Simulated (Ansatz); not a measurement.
**How many bands does the GW gap of SiC (Moissanite) need?**

Wanted: a G0W0 gap for SiC (Moissanite) that is converged in bands and cutoff, or an estimate of the limit.

Method: G0W0 on PBE, plane waves, PAW, in Ansatz 0.2.0.

Report form: the programs' logs are mostly left out.

### 1. The structure

Symmetry: P6_3mc, No. 186, hexagonal system. The conventional cell has a = 3.081 Å, b = 3.081 Å, c = 15.125 Å, α = 90.00°, β = 90.00°, γ = 120.00°. Si has 4 C at 1.88 to 1.90 Å nearest. Nearest to Si lie 4 C at 1.89 Å. Nearest to C lie 4 Si at 1.88 to 1.89 Å. C has 4 Si at 1.89 Å nearest. C has 4 Si at 1.89 to 1.90 Å nearest. Farther neighbours are not listed.

Coordinates:

```cif
data_structure
_symmetry_space_group_name_H-M 'P6_3mc'
_symmetry_Int_Tables_number 186
_cell_length_a 3.0810
_cell_length_b 3.0810
_cell_length_c 15.1248
_cell_angle_alpha 90.000
_cell_angle_beta 90.000
_cell_angle_gamma 120.000
_cell_volume 124.34
loop_
_atom_site_label
_atom_site_type_symbol
_atom_site_symmetry_multiplicity
_atom_site_Wyckoff_symbol
_atom_site_fract_x
_atom_site_fract_y
_atom_site_fract_z
_atom_site_occupancy
Si1 Si 2 a 0.00000 0.00000 0.00000 1
Si2 Si 2 b 0.33333 0.66667 0.16640 1
Si3 Si 2 b 0.66667 0.33333 0.33290 1
C1 C 2 b 0.33333 0.66667 0.04120 1
C2 C 2 b 0.66667 0.33333 0.20800 1
C3 C 2 a 0.00000 0.00000 0.37460 1
```

The cell and positions come from the Crystallography Open Database and are kept as given unless a step says otherwise. The default PAW set here is soft_2. Its files were made with PBE.

### 2. 93 empty bands, screening to 48 eV

Now the one-shot GW correction: screening in the RPA, then the self-energy of the levels asked for.

File input.yaml:

```yaml
crystal:
  lattice:
    - [3.081, 0.0, 0.0]
    - [-1.5405, 2.6682242691, 0.0]
    - [0.0, 0.0, 15.1248]
  atoms:
    - { symbol: Si, position: [0.0, 0.0, 0.0] }
    - { symbol: Si, position: [0.0, 0.0, 0.5] }
    - { symbol: Si, position: [0.3333333333, 0.6666666667, 0.1664] }
    - { symbol: Si, position: [0.6666666667, 0.3333333333, 0.6664] }
    - { symbol: Si, position: [0.6666666667, 0.3333333333, 0.3329] }
    - { symbol: Si, position: [0.3333333333, 0.6666666667, 0.8329] }
    - { symbol: C, position: [0.3333333333, 0.6666666667, 0.0412] }
    - { symbol: C, position: [0.6666666667, 0.3333333333, 0.5412] }
    - { symbol: C, position: [0.6666666667, 0.3333333333, 0.208] }
    - { symbol: C, position: [0.3333333333, 0.6666666667, 0.708] }
    - { symbol: C, position: [0.0, 0.0, 0.3746] }
    - { symbol: C, position: [0.0, 0.0, 0.8746] }
kpoints:
  mp_grid: { grid: [6, 6, 2] }
hamiltonian:
  xc: pbe
scf:
  occupations: { method: fixed }
gw:
  n_empty_bands: 93
  ecut_chi: 48
  qp_bands: [v4, c4]
  qp_kpoints: band_edges
  screening: { model: contour_deformation }
```

Started as:

```sh
$ ansatz run input.yaml --threads 3 --pin off --max-ram 92160MiB --backend cuda --events-out ev --progress --plain --runs-dir out --devices 1 --max-vram 13GiB  # rebuilt from the run's record
```

Elapsed: 12 s, on 1 × NVIDIA H100 80GB HBM3 (shared by 6 runs) with 3 threads of AMD EPYC 7R13 (Zen 3), shared host; peak memory 1.1 GiB; 21 s of CPU time.

Numbers from this step:

- bands summed: 117
- RPA ε∞ on this mesh (eigenvalues): 7.077, 7.247, 7.247
- plane waves in the screening matrix: 95
- q-points in the mesh: 72
- G0W0 gap on the mesh: 2.489 eV
- k of the valence top: 0, 0, 0
- k of the conduction bottom: 0, -0.5, 0
- starting gap on the mesh: 2.013 eV
- Z at the valence top: 0.7998
- Z at the conduction bottom: 0.8207
- least direct G0W0 gap on the computed points: 3.751 eV

The gap on the mesh goes from 2.01 eV to 2.49 eV, a correction of +0.48 eV. Between the two edge states, bare exchange in place of the xc potential would open the gap by 6.80 eV, and correlation takes back 6.33 eV.

### 3. 265 empty bands, screening to 96 eV

Another rung: the empty bands reach about as high as the screening cutoff, so the two stay in balance.

input.yaml: that of step 2 with these lines changed.

```diff
@@ -25,4 +25,4 @@
 gw:
-  n_empty_bands: 93
-  ecut_chi: 48
+  n_empty_bands: 265
+  ecut_chi: 96
   qp_bands: [v4, c4]
```

It took 44 s on 1 × NVIDIA H100 80GB HBM3 (shared by 6 runs) with 3 threads; peak memory 1.4 GiB.

This step gave:

```yaml
bands_summed: 289
rpa_eps_infinity_on_this_mesh_eigenvalues: 6.876, 7.043, 7.043
plane_waves_in_the_screening_matrix: 295
q_points_in_the_mesh: 72
g0w0_gap_on_the_mesh: 2.712 eV
k_of_the_valence_top: 0, 0, 0
k_of_the_conduction_bottom: 0, -0.5, 0
starting_gap_on_the_mesh: 2.013 eV
z_at_the_valence_top: 0.7916
z_at_the_conduction_bottom: 0.8157
least_direct_g0w0_gap_on_the_computed_points: 3.927 eV
```

Against the run with 6×6×2 mesh, 93 empty bands, screening to 48 eV, the gap moves by +0.22 eV.

### 4. 571 empty bands, screening to 160 eV

input.yaml: that of step 3 with these lines changed.

```diff
@@ -25,4 +25,4 @@
 gw:
-  n_empty_bands: 265
-  ecut_chi: 96
+  n_empty_bands: 571
+  ecut_chi: 160.0
   qp_bands: [v4, c4]
```

It took 74 s on 1 × NVIDIA H100 80GB HBM3 (shared by 6 runs) with 3 threads; peak memory 2.3 GiB; 2.1 min of CPU time.

This step gave:

```yaml
bands_summed: 595
rpa_eps_infinity_on_this_mesh_eigenvalues: 6.863, 7.028, 7.028
plane_waves_in_the_screening_matrix: 589
g0w0_gap_on_the_mesh: 2.863 eV
k_of_the_valence_top: 0, 0, 0
k_of_the_conduction_bottom: 0, -0.5, 0
starting_gap_on_the_mesh: 2.013 eV
least_direct_g0w0_gap_on_the_computed_points: 4.053 eV
```

Against the run with 6×6×2 mesh, 265 empty bands, screening to 96 eV, the gap moves by +0.15 eV.

### 5. Changing the k mesh: 6×6×1 mesh, 265 empty bands, screening to 96 eV

A second mesh at equal bands and cutoff isolates the sampling error. Bands and cutoff differ from the step before, so it is read against an earlier run that matches them.

input.yaml: that of step 4 with these lines changed.

```diff
@@ -19,3 +19,3 @@
 kpoints:
-  mp_grid: { grid: [6, 6, 2] }
+  mp_grid: { grid: [6, 6, 1] }
 hamiltonian:
@@ -25,4 +25,4 @@
 gw:
-  n_empty_bands: 571
-  ecut_chi: 160.0
+  n_empty_bands: 265
+  ecut_chi: 96
   qp_bands: [v4, c4]
```

Elapsed: 19 s, on 1 × NVIDIA H100 80GB HBM3 (shared by 6 runs) with 3 threads; peak memory 1.2 GiB.

This step gave:

```
bands summed                                 : 289
RPA ε∞ on this mesh (eigenvalues)            : 6.985, 7.037, 7.037
plane waves in the screening matrix          : 295
G0W0 gap on the mesh                         : 2.711 eV
k of the valence top                         : 0, 0, 0
k of the conduction bottom                   : 0, -0.5, 0
starting gap on the mesh                     : 2.013 eV
least direct G0W0 gap on the computed points : 3.927 eV
```

Against the run with 6×6×2 mesh, 265 empty bands, screening to 96 eV, the gap moves by −0.001 eV.

### 6. Changing the frequency model: 6×6×2 mesh, 265 empty bands, screening to 96 eV, plasmon pole

A plasmon pole stands in for the full frequency dependence of the screening; this run shows what that costs in accuracy.

input.yaml: that of step 5 with these lines changed.

```diff
@@ -19,3 +19,3 @@
 kpoints:
-  mp_grid: { grid: [6, 6, 1] }
+  mp_grid: { grid: [6, 6, 2] }
 hamiltonian:
@@ -29,2 +29,2 @@
   qp_kpoints: band_edges
-  screening: { model: contour_deformation }
+  screening: { model: godby_needs }
```

Run time: 33 s. Hardware: 1 × NVIDIA H100 80GB HBM3 (shared by 6 runs) with 3 threads; peak memory 1.8 GiB.

Numbers from this step:

| Item | Value |
| --- | --- |
| bands summed | 289 |
| plasmon-pole fit frequency | 23.07 eV |
| RPA ε∞ on this mesh (eigenvalues) | 6.876, 7.043, 7.043 |
| plane waves in the screening matrix | 295 |
| G0W0 gap on the mesh | 2.680 eV |
| k of the valence top | 0, 0, 0 |
| k of the conduction bottom | 0, -0.5, 0 |
| starting gap on the mesh | 2.013 eV |
| least direct G0W0 gap on the computed points | 3.900 eV |

Against the run with 6×6×2 mesh, 265 empty bands, screening to 96 eV, the gap moves by −0.03 eV.

### 7. Changing the files: 6×6×2 mesh, 265 empty bands, screening to 96 eV, hard PAW files

Other atomic data (hard PAW) test the pseudisation: the cutoff goes from 420 to 820 eV, with the same valence electrons.

input.yaml: that of step 6 with these lines changed.

```diff
@@ -22,2 +22,3 @@
   xc: pbe
+  pseudopotentials: { kind: paw, source: ansatz }
 scf:
@@ -29,2 +30,2 @@
   qp_kpoints: band_edges
-  screening: { model: godby_needs }
+  screening: { model: contour_deformation }
```

Elapsed: 33 s, on 1 × NVIDIA H100 80GB HBM3 (shared by 6 runs) with 3 threads; peak memory 1.8 GiB; 56 s of CPU time.

Numbers from this step:

| Property | Result |
| --- | --- |
| bands summed | 289 |
| RPA ε∞ on this mesh (eigenvalues) | 6.878, 7.046, 7.046 |
| plane waves in the screening matrix | 295 |
| G0W0 gap on the mesh | 2.719 eV |
| k of the valence top | 0, 0, 0 |
| k of the conduction bottom | 0, -0.5, 0 |
| starting gap on the mesh | 2.013 eV |
| least direct G0W0 gap on the computed points | 3.963 eV |

Against the run with 6×6×2 mesh, 265 empty bands, screening to 96 eV, the gap moves by +0.007 eV.

### 8. The runs together

Times are wall times on 1 × NVIDIA H100 80GB HBM3 (shared by 6 runs) with 3 threads of AMD EPYC 7R13 (Zen 3), shared host, good to a factor of about two.

```csv
mesh,files,frequency,bands summed,cutoff (eV),start (eV),G0W0 (eV),time,host memory (GiB)
6×6×2,default PAW,contour deformation,117,48,2.013,2.489,12 s,1.1
6×6×2,default PAW,contour deformation,289,96,2.013,2.712,44 s,1.4
6×6×2,default PAW,contour deformation,595,160,2.013,2.863,74 s,2.3
6×6×1,default PAW,contour deformation,289,96,2.013,2.711,19 s,1.2
6×6×2,default PAW,plasmon pole,289,96,2.013,2.680,33 s,1.8
6×6×2,hard PAW,contour deformation,289,96,2.013,2.719,33 s,1.8
```

How the two edges are built up, in eV (the quasiparticle level is the starting level plus Σx plus Σc less Vxc):

```csv
run,edge,start,Σx,Σc,Vxc,Z,QP
117 bands,valence top,9.51,-18.33,2.85,-15.75,0.80,9.78
117 bands,conduction bottom,11.53,-7.56,-3.48,-11.77,0.82,12.27
289 bands,valence top,9.51,-18.33,2.27,-15.75,0.79,9.19
289 bands,conduction bottom,11.53,-7.56,-3.84,-11.77,0.82,11.90
595 bands,valence top,9.51,-18.33,1.95,-15.75,0.79,8.88
595 bands,conduction bottom,11.53,-7.56,-4.00,-11.77,0.81,11.74
```

### 9. Summary of results

| Property | Result |
| --- | --- |
| 117 bands, 48 eV | 2.489 eV |
| 289 bands, 96 eV | 2.712 eV |
| 595 bands, 160 eV | 2.863 eV |
| estimated limit in bands and cutoff | 3.01 eV |
| mesh and start | 6×6×2, PBE |

What this shows: A line in one over the bands through the two highest rungs gives 3.01 eV, +0.14 eV from the top rung; the pair below gives 2.86 eV, so the estimate is still climbing. The rungs stand 0.52 eV (117 bands), 0.29 eV (289 bands) and 0.14 eV (595 bands) from it. From 117 to 595 bands the gap moves by +0.37 eV while the time grows 6.1-fold. Σc changes by −0.90 eV at the valence top and −0.53 eV at the conduction bottom, so the levels themselves move more than the gap between them. On the 6×6×1 mesh in place of 6×6×2 the gap differs by −0.001 eV, of which −0.0002 eV is already in the start. The plasmon-pole model gives −0.03 eV against contour deformation, 5 % of the correction. Hard PAW files move the gap by +0.01 eV at equal bands and cutoff, −0.0002 eV of it in the start.

[Paths, hosts, dates, memory and timing lines, banners, echoed tables and standing remarks are left out of the program output.]

[Logs are printed without paths, hosts, clocks, repeated set-up lines and the standing remarks that a program may print on its own settings, such as how far it seeks lower states.]

[Runs of the session that timed out or met a known fault of the program may be left out.]

[Cells called generated may have been cut or substituted from an entry of the Crystallography Open Database or the Materials Project.]

[Hosts, paths, dates, database ids (printed as entryN), source tags and the programs' standing remarks are cut or masked in the printed files.]
